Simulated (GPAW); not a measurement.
**Collinear magnetic orders of NiO with GPAW**

Wanted: the moments of NiO and the energy of each order that was tried.

Calculated with GPAW 26.7.0; LDA; plane waves with GPAW's PAW setups, scalar-relativistic.

**1. The starting structure**

Symmetry: Fm-3m, No. 225, cubic system. Conventional cell: a = 4.172 Å, b = 4.172 Å, c = 4.172 Å, α = 90.00°, β = 90.00°, γ = 90.00°. Ni has 6 O at 2.09 Å nearest. Nearest to O lie 6 Ni at 2.09 Å. Farther neighbours and most contacts between anions are not listed.

**2. Start 1: ferro +**

The parallel start comes first: it fits the smallest cell, keeps the most symmetry and shows whether parallel moments form.

File order1.py:

```python
import json
import numpy as np
from ase import Atoms
from ase.parallel import paropen, parprint
from gpaw import GPAW

atoms = Atoms(['Ni', 'O'],
    cell=[[0.0, 2.08590164, 2.08590164],
         [2.08590164, 0.0, 2.08590164],
         [2.08590164, 2.08590164, 0.0]],
    scaled_positions=[[0.0, 0.0, 0.0],
         [0.5, 0.5, 0.5]],
    pbc=True,
    magmoms=[2.0, 0.0])
atoms.calc = GPAW(mode={'name': 'pw', 'ecut': 700},
    xc='LDA',
    kpts={'size': (8, 8, 8), 'gamma': True},
    occupations={'name': 'fermi-dirac', 'width': 0.05},
    convergence={'density': 1e-06, 'energy': 1e-05},
    maxiter=200,
    symmetry={'tolerance': 1e-4},
    txt='order1.txt')
e = atoms.get_potential_energy(force_consistent=True)
res = {'free_energy': e, 'energy_sigma0': atoms.get_potential_energy(), 'fermi_energy': atoms.calc.get_fermi_level()}
res['moments'] = atoms.get_magnetic_moments().tolist()
res['total'] = atoms.get_magnetic_moment()
parprint('site moments (muB):', np.round(res['moments'], 3))
parprint(f"total moment: {res['total']:.3f} muB")
parprint(f'free energy: {e:.6f} eV')
atoms.calc.write('order1.gpw')
with paropen('results.json', 'w') as f:
    json.dump(res, f)
```

The run is started by

```bash
OMP_NUM_THREADS=1 mpirun -n 2 gpaw python order1.py > order1.log
```

Log:

```text
site moments (muB): [0.599 0.079]
total moment: 0.713 muB
free energy: -15.203203 eV

--- order1.txt ---
Input parameters:
  mode=PW(ecut=700),
  convergence={'density': 1e-06, 'energy': 1e-05},
  kpts=MonkhorstPack(size=(8, 8, 8), gamma=True),
  maxiter=200,
  occupations=Occupations(name='fermi-dirac', width=0.05),
  symmetry=Symmetry(tolerance=0.0001),
  xc=XC(name='LDA')

Diagonalizing LCAO Hamiltonian
Converting LCAO to pw mode

              O

       Ni

Atoms  # Å, Bohr magnetons
|   | symbol |        x |        y |        z |    initial magnetic moments |
|---|--------|----------|----------|----------|-----------------------------|
| 0 |     Ni | 0.000000 | 0.000000 | 0.000000 | ( 0.0000,  0.0000,  2.0000) |
| 1 |      O | 2.085902 | 2.085902 | 2.085902 | ( 0.0000,  0.0000,  0.0000) |

Unit cell  # Å
| periodic |        x |        y |        z |  lengths |    angles |
|----------|----------|----------|----------|----------|-----------|
|      yes | 0.000000 | 2.085902 | 2.085902 | 2.949910 | 60.000000 |
|      yes | 2.085902 | 0.000000 | 2.085902 | 2.949910 | 60.000000 |
|      yes | 2.085902 | 2.085902 | 0.000000 | 2.949910 | 60.000000 |

Number of symmetries: 48

BZ-sampling:
  Number of BZ points: 512
  Number of IBZ points: 29

  Monkhorst-Pack size: [8, 8, 8]
  Monkhorst-Pack shift: [0.0625, 0.0625, 0.0625]

K-points  # in reciprocal-cell coordinates
|     |                                coordinates |     weight |
|-----|--------------------------------------------|------------|
|   0 | (  0.00000000,   0.00000000,   0.00000000) | 0.00195312 |
|   1 | (  0.12500000,   0.12500000,   0.00000000) | 0.01171875 |
|   2 | (  0.12500000,   0.12500000,   0.12500000) | 0.01562500 |
|   3 | (  0.25000000,   0.12500000,   0.12500000) | 0.02343750 |
|   4 | (  0.25000000,   0.25000000,   0.00000000) | 0.01171875 |
|   5 | (  0.25000000,   0.25000000,   0.12500000) | 0.04687500 |
|   6 | (  0.25000000,   0.25000000,   0.25000000) | 0.01562500 |
|   7 | (  0.37500000,   0.25000000,  -0.37500000) | 0.04687500 |
|   8 | (  0.37500000,   0.25000000,   0.12500000) | 0.04687500 |
|   9 | (  0.37500000,   0.25000000,   0.25000000) | 0.04687500 |
| ... |                                            |            |
|  28 | (  0.50000000,   0.50000000,   0.50000000) | 0.00781250 |

Plane wave coefficients: 778
Cutoff: 700.0 eV

Spin-components: 2 (collinear spins)
Bands:           16
Projectors:      11
Spin-degeneracy: 1
Datatype:        complex128

Parallelization:
  kpt:    2
  domain: 1
  band:   1

Density:
  Valence electrons: 22.0
  Components: 2
  Grid points: [18 18 18]
  Charge: 0.0  # |e|

Potential:
  Grid points: [18 18 18]

species:
  Ni:
    name:    Nickel
    Z:       28.0
    valence: 16
    core:    12
    charge:  0.0  # [|e|]
    compensation charges:
      type: gauss
      rc: 0.36  # [Å]
      lmax: 2
    cutoffs:
      filter: 2.14  # [Å]
      core: 1.98  # [Å]
    projectors
    | kind |    occ | energy [eV] | rcut [Å] |
    |------|--------|-------------|----------|
    |   4s |  2.000 |      -5.858 |    1.164 |
    |   3p |  6.000 |     -71.266 |    1.207 |
    |   4p |  0.000 |      -1.338 |    1.207 |
    |   3d |  8.000 |      -9.141 |    1.138 |
    |    s |        |      21.353 |    1.164 |
    |    d |        |      18.071 |    1.138 |

    Using partial waves for Ni as LCAO basis

  O:
    name:    Oxygen
    Z:       8.0
    valence: 6
    core:    2
    charge:  0.0  # [|e|]
    compensation charges:
      type: gauss
      rc: 0.21  # [Å]
      lmax: 2
    cutoffs:
      filter: 1.17  # [Å]
      core: 0.83  # [Å]
    projectors
    | kind |    occ | energy [eV] | rcut [Å] |
    |------|--------|-------------|----------|
    |   2s |  2.000 |     -23.752 |    0.688 |
    |   2p |  4.000 |      -9.195 |    0.598 |
    |    s |        |       3.459 |    0.688 |
    |    p |        |      18.016 |    0.598 |
    |    d |        |       0.000 |    0.619 |

    Using partial waves for O as LCAO basis

Reference energy: -43328.503938  # eV

eigensolver:
  PPCG
  Converge bands: occupied
  niter=2

density mixing:
  MSR1-Mixer
  Pratt-step length: 0.05
  Maximum mixing coefficient: 0.75
  Old densities: 10
  SVD Regularization: 0.005
  Good broyden scale: 1.0
  Trust region scale: 1.0
  Backstep threshold: 4.0
  History deletion threshold: 6.0
  Fourier metric: weight=20.0, sigma=0.015

occupation numbers:
  Fermi-Dirac:
    width: 0.0500  # eV

poisson solver:
  ecut: 5600.0  # eV

xc functional:
  name: None

convergence criteria:
- Maximum integral of absolute [dens]ity change: 1e-06 electrons / valence electron
- Maximum [total energy] change in last 3 cyles: 1e-05 eV / valence electron
- Maximum integral of absolute [eigenst]ate change: 4e-08 eV^2 / valence electron
maximum number of iterations: 200

SCF iterations
|iter     |      energy | eigst |  dens |  magmom |
|---------|-------------|-------|-------|---------|
|iter:   1|       0s |  -15.393801 | +0.40 |       |  +2.0007|
|iter:   2|       0s |  -15.278295 | -1.53 | -1.04 |  +1.9833|
|iter:   3|       1s |  -15.374043 | -1.48 | -1.06 |  +1.3930|
|iter:   4|       2s |  -15.280279 | -1.53 | -1.45 |  +1.2671|
|iter:   5|       3s |  -15.180091 | -2.29 | -1.39 |  +1.0846|
|iter:   6|       4s |  -15.190400 | -3.33 | -2.02 |  +0.8544|
|iter:   7|       4s |  -15.196398 | -3.80 | -2.29 |  +0.6811|
|iter:   8|       5s |  -15.196799 | -4.75 | -2.62 |  +0.7195|
|iter:   9|       6s |  -15.196717 | -5.97 | -3.37 |  +0.7077|
|iter:  10|       7s |  -15.196765c| -6.90 | -3.76 |  +0.7126|
|iter:  11|       8s |  -15.196767c| -8.06c| -4.42 |  +0.7127|
|iter:  12|       8s |  -15.196768c| -8.88c| -5.38 |  +0.7127|
|iter:  13|       9s |  -15.196767c| -9.01c| -5.73 |  +0.7127|
|iter:  14|       9s |  -15.196767c|-10.28c| -6.46c|  +0.7127|

Converged in 14 steps
Energy contributions relative to reference atoms: (reference = -43328.503938)

Energy contributions:
  Kinetic:          17.996310
  Coulomb:         -15.499097
  Zero:              0.194563
  External:          0.000000
  Xc:              -17.882108
  Entropy:          -0.012871
  Spinorbit:         0.000000
  ----------------------------
  Free energy:     -15.203203
  Extrapolated:    -15.196767

dipole moment: (-8.400024, -8.400024, -8.400024)  # |e|*Ang

Total magnetic moment: (0.000000, 0.000000, 0.712678)

Local magnetic moments
|        x |        y |        z |
|----------|----------|----------|
| 0.000000 | 0.000000 | 0.599458 |  # Ni   0
| 0.000000 | 0.000000 | 0.079055 |  # O    1

Fermi level: 7.608
Eigenvalues  # (at kpt = [0.000, 0.000, 0.000])
| band index |      eig [eV] | occ [0-1] |      eig [eV] | occ [0-1] |
|------------|---------------|-----------|---------------|-----------|
|          0 |       -55.794 |     1.000 |       -55.113 |     1.000 |
|        ... |               |           |               |           |
|          4 |         4.361 |     1.000 |         4.553 |     1.000 |
|          5 |         4.361 |     1.000 |         4.553 |     1.000 |
|          6 |         4.361 |     1.000 |         4.553 |     1.000 |
|          7 |         5.550 |     1.000 |         5.962 |     1.000 |
|          8 |         5.550 |     1.000 |         5.962 |     1.000 |
|          9 |         5.550 |     1.000 |         5.962 |     1.000 |
|         10 |         5.561 |     1.000 |         6.362 |     1.000 |
|         11 |         5.561 |     1.000 |         6.362 |     1.000 |
|         12 |         9.099 |     0.000 |         9.242 |     0.000 |
|         13 |        26.477 |     0.000 |        26.625 |     0.000 |
|         14 |        26.477 |     0.000 |        26.625 |     0.000 |
|         15 |        26.477 |     0.000 |        26.625 |     0.000 |

No gap
No difference between direct/indirect transitions
```

Run time: 15 s. Hardware: 2 MPI ranks of Arm Neoverse V1, shared host; peak memory 0.34 GiB.

Numbers from this step:

| Property | Result |
| --- | --- |
| magnetization | 0.7127 μB |
| final state | ferromagnetic |
| largest moment | 0.5995 μB |

After 14 cycles the largest moment stands at 0.599 μB.

**3. Start 2: antiferro q=(0,1/2,1/2) +-**

Another pattern of signs weighs the neighbour shells otherwise.

This order needs a doubled cell of 4 atoms. Its mesh is chosen so that both cells sample the same points.

File order2.py:

```python
import json
import numpy as np
from ase import Atoms
from ase.parallel import paropen, parprint
from gpaw import GPAW

atoms = Atoms(['Ni', 'Ni', 'O', 'O'],
    cell=[[0.0, 2.08590164, 2.08590164],
         [4.17180328, 0.0, 4.17180328],
         [4.17180328, 2.08590164, 2.08590164]],
    scaled_positions=[[0.0, 0.0, 0.0],
         [0.0, 0.5, 0.0],
         [0.5, 0.0, 0.5],
         [0.5, 0.5, 0.5]],
    pbc=True,
    magmoms=[2.0, -2.0, 0.0, 0.0])
atoms.calc = GPAW(mode={'name': 'pw', 'ecut': 700},
    xc='LDA',
    kpts={'size': (8, 4, 8), 'gamma': True},
    occupations={'name': 'fermi-dirac', 'width': 0.05},
    convergence={'density': 1e-06, 'energy': 1e-05},
    maxiter=200,
    symmetry={'tolerance': 1e-4},
    txt='order2.txt')
e = atoms.get_potential_energy(force_consistent=True)
res = {'free_energy': e, 'energy_sigma0': atoms.get_potential_energy(), 'fermi_energy': atoms.calc.get_fermi_level()}
res['moments'] = atoms.get_magnetic_moments().tolist()
res['total'] = atoms.get_magnetic_moment()
parprint('site moments (muB):', np.round(res['moments'], 3))
parprint(f"total moment: {res['total']:.3f} muB")
parprint(f'free energy: {e:.6f} eV')
atoms.calc.write('order2.gpw')
with paropen('results.json', 'w') as f:
    json.dump(res, f)
```

The run is started by

```bash
OMP_NUM_THREADS=1 mpirun -n 2 gpaw python order2.py > order2.log
```

Log:

```text
UserWarning: The angles between your unit-cell vectors are 30.0, 54.7 and 60.0 degrees.  Results may be wrong!  Please Niggli-reduce your unit-cell so that the angles are closer to 90 degrees:

  from ase.build import niggli_reduce
  niggli_reduce(atoms)

UserWarning: The angles between your unit-cell vectors are 30.0, 54.7 and 60.0 degrees.  Results may be wrong!  Please Niggli-reduce your unit-cell so that the angles are closer to 90 degrees:

  from ase.build import niggli_reduce
  niggli_reduce(atoms)

UserWarning: Initial realspace grid (18,36,32) inconsistent with symmetries.
UserWarning: Initial realspace grid (18,36,32) inconsistent with symmetries.
UserWarning: Using symmetrized grid: (36,36,36).

UserWarning: Using symmetrized grid: (36,36,36).

site moments (muB): [ 0.488 -0.487 -0.023  0.023]
total moment: 0.000 muB
free energy: -30.394433 eV

--- order2.txt ---
Input parameters:
  mode=PW(ecut=700),
  convergence={'density': 1e-06, 'energy': 1e-05},
  kpts=MonkhorstPack(size=(8, 4, 8), gamma=True),
  maxiter=200,
  occupations=Occupations(name='fermi-dirac', width=0.05),
  symmetry=Symmetry(tolerance=0.0001),
  xc=XC(name='LDA')

Diagonalizing LCAO Hamiltonian
Converting LCAO to pw mode

                   O

              O

            Ni

       Ni

Atoms  # Å, Bohr magnetons
|   | symbol |        x |        y |        z |    initial magnetic moments |
|---|--------|----------|----------|----------|-----------------------------|
| 0 |     Ni | 0.000000 | 0.000000 | 0.000000 | ( 0.0000,  0.0000,  2.0000) |
| 1 |     Ni | 2.085902 | 0.000000 | 2.085902 | ( 0.0000,  0.0000, -2.0000) |
| 2 |      O | 2.085902 | 2.085902 | 2.085902 | ( 0.0000,  0.0000,  0.0000) |
| 3 |      O | 4.171803 | 2.085902 | 4.171803 | ( 0.0000,  0.0000,  0.0000) |

Unit cell  # Å
| periodic |        x |        y |        z |  lengths |    angles |
|----------|----------|----------|----------|----------|-----------|
|      yes | 0.000000 | 2.085902 | 2.085902 | 2.949910 | 30.000000 |
|      yes | 4.171803 | 0.000000 | 4.171803 | 5.899821 | 54.735610 |
|      yes | 4.171803 | 2.085902 | 2.085902 | 5.109395 | 60.000000 |

Number of symmetries: 4

BZ-sampling:
  Number of BZ points: 256
  Number of IBZ points: 78

  Monkhorst-Pack size: [8, 4, 8]
  Monkhorst-Pack shift: [0.0625, 0.125, 0.0625]

Plane wave coefficients: 1556
Cutoff: 700.0 eV

Spin-components: 2 (collinear spins)
Bands:           31
Projectors:      22
Spin-degeneracy: 1
Datatype:        complex128

Parallelization:
  kpt:    2
  domain: 1
  band:   1

Density:
  Valence electrons: 44.0
  Components: 2
  Grid points: [36 36 36]
  Charge: 0.0  # |e|

Potential:
  Grid points: [36 36 36]

[... setups left out ...]
Reference energy: -86657.007876  # eV

eigensolver:
  PPCG
  Converge bands: occupied
  niter=2

density mixing:
  MSR1-Mixer
  Pratt-step length: 0.05
  Maximum mixing coefficient: 0.75
  Old densities: 10
  SVD Regularization: 0.005
  Good broyden scale: 1.0
  Trust region scale: 1.0
  Backstep threshold: 4.0
  History deletion threshold: 6.0
  Fourier metric: weight=20.0, sigma=0.015

occupation numbers:
  Fermi-Dirac:
    width: 0.0500  # eV

poisson solver:
  ecut: 5600.0  # eV

xc functional:
  name: None

convergence criteria:
- Maximum integral of absolute [dens]ity change: 1e-06 electrons / valence electron
- Maximum [total energy] change in last 3 cyles: 1e-05 eV / valence electron
- Maximum integral of absolute [eigenst]ate change: 4e-08 eV^2 / valence electron
maximum number of iterations: 200

SCF iterations
|iter     |      energy | eigst |  dens |  magmom |
|---------|-------------|-------|-------|---------|
|iter:   1|       0s |  -30.732378 | +0.41 |       |  +0.0000|
|iter:   2|      21s |  -30.512352 | -1.32 | -1.05 |  -0.0000|
|iter:   3|      42s |  -30.699222 | -1.45 | -1.07 |  +0.0000|
|iter:   4|      64s |  -30.607851 | -1.45 | -1.45 |  -0.0000|
|iter:   5|      85s |  -30.349973 | -2.11 | -1.35 |  +0.0000|
|iter:   6|     107s |  -30.375595 | -3.14 | -1.96 |  -0.0000|
|iter:   7|     128s |  -30.378532 | -4.26 | -2.35 |  +0.0000|
|iter:   8|     149s |  -30.379002 | -4.82 | -2.71 |  -0.0000|
|iter:   9|     170s |  -30.378910 | -5.03 | -3.07 |  +0.0004|
|iter:  10|     192s |  -30.378855c| -5.56 | -2.95 |  +0.0000|
|iter:  11|     213s |  -30.378499c| -5.54 | -3.23 |  +0.0002|
|iter:  12|     234s |  -30.378105 | -5.73 | -3.40 |  +0.0004|
|iter:  13|     255s |  -30.378022 | -7.07 | -4.14 |  +0.0004|
|iter:  14|     276s |  -30.378054c| -7.76c| -4.42 |  +0.0004|
|iter:  15|     298s |  -30.378060c| -8.28c| -4.57 |  +0.0004|
|iter:  16|     319s |  -30.378081c| -8.28c| -4.85 |  +0.0003|
|iter:  17|     332s |  -30.378089c| -7.55c| -5.21 |  +0.0003|
|iter:  18|     342s |  -30.378084c| -7.96c| -5.61 |  +0.0003|
|iter:  19|     352s |  -30.378083c| -8.84c| -5.92 |  +0.0003|
|iter:  20|     361s |  -30.378083c| -9.46c| -6.08c|  +0.0003|

Converged in 20 steps
Energy contributions relative to reference atoms: (reference = -86657.007876)

Energy contributions:
  Kinetic:          35.903113
  Coulomb:         -30.995169
  Zero:              0.388439
  External:          0.000000
  Xc:              -35.658115
  Entropy:          -0.032701
  Spinorbit:         0.000000
  ----------------------------
  Free energy:     -30.394433
  Extrapolated:    -30.378083

dipole moment: (-20.113519, -8.398235, -28.511756)  # |e|*Ang

Total magnetic moment: (0.000000, 0.000000, 0.000282)

Local magnetic moments
|        x |        y |         z |
|----------|----------|-----------|
| 0.000000 | 0.000000 |  0.487503 |  # Ni   0
| 0.000000 | 0.000000 | -0.487265 |  # Ni   1
| 0.000000 | 0.000000 | -0.022591 |  # O    2
| 0.000000 | 0.000000 |  0.022622 |  # O    3

Fermi level: 7.587
Eigenvalues  # (at kpt = [0.000, 0.000, 0.000])
| band index |      eig [eV] | occ [0-1] |      eig [eV] | occ [0-1] |
|------------|---------------|-----------|---------------|-----------|
|          0 |       -55.727 |     1.000 |       -55.727 |     1.000 |
|        ... |               |           |               |           |
|         16 |         5.744 |     1.000 |         5.744 |     1.000 |
|         17 |         5.782 |     1.000 |         5.782 |     1.000 |
|         18 |         5.788 |     1.000 |         5.788 |     1.000 |
|         19 |         5.881 |     1.000 |         5.881 |     1.000 |
|         20 |         6.575 |     1.000 |         6.575 |     1.000 |
|         21 |         6.963 |     1.000 |         6.963 |     1.000 |
|         22 |         6.963 |     1.000 |         6.963 |     1.000 |
|         23 |         7.073 |     1.000 |         7.073 |     1.000 |
|         24 |         9.166 |     0.000 |         9.166 |     0.000 |
|         25 |        13.739 |     0.000 |        13.739 |     0.000 |
|         26 |        17.963 |     0.000 |        17.963 |     0.000 |
|         27 |        20.109 |     0.000 |        20.109 |     0.000 |
|         28 |        24.010 |     0.000 |        24.010 |     0.000 |
|         29 |        24.010 |     0.000 |        24.010 |     0.000 |
|         30 |        26.552 |     0.000 |        26.552 |     0.000 |

No gap
No difference between direct/indirect transitions
```

Elapsed: 6.8 min, on 2 MPI ranks; peak memory 0.79 GiB; 14 min of CPU time.

The program warns that the cell vectors are strongly skewed. A reduced cell would be the safer input.

Spin moment in the augmentation sphere by atom:

| atom | spin moment in the augmentation sphere (μB) |
| --- | --- |
| Ni1 | 0.488 |
| Ni2 | -0.487 |
| O3 | -0.023 |
| O4 | 0.023 |

This step gave:

| Quantity | Value |
| --- | --- |
| magnetization | 0 μB |
| final state | antiferromagnetic |

It lies 5.99 meV a seeded atom over the first start, and its largest moment is 0.488 μB against 0.599 μB.

(Continued in part 2 of 2.)

[Logs and program files are shortened in this print: banners, set-up blocks, solver, clock and traceback lines can be left out without a mark of their own.]

[Logs are printed without paths, hosts, clocks, repeated set-up lines and the standing remarks that a program may print on its own settings, such as how far it seeks lower states.]

[Hosts, paths, dates, database ids (printed as entryN), source tags and the programs' standing remarks are cut or masked in the printed files.]

[Where a cell is said to come from a database of computed structures, the database is the Materials Project.]
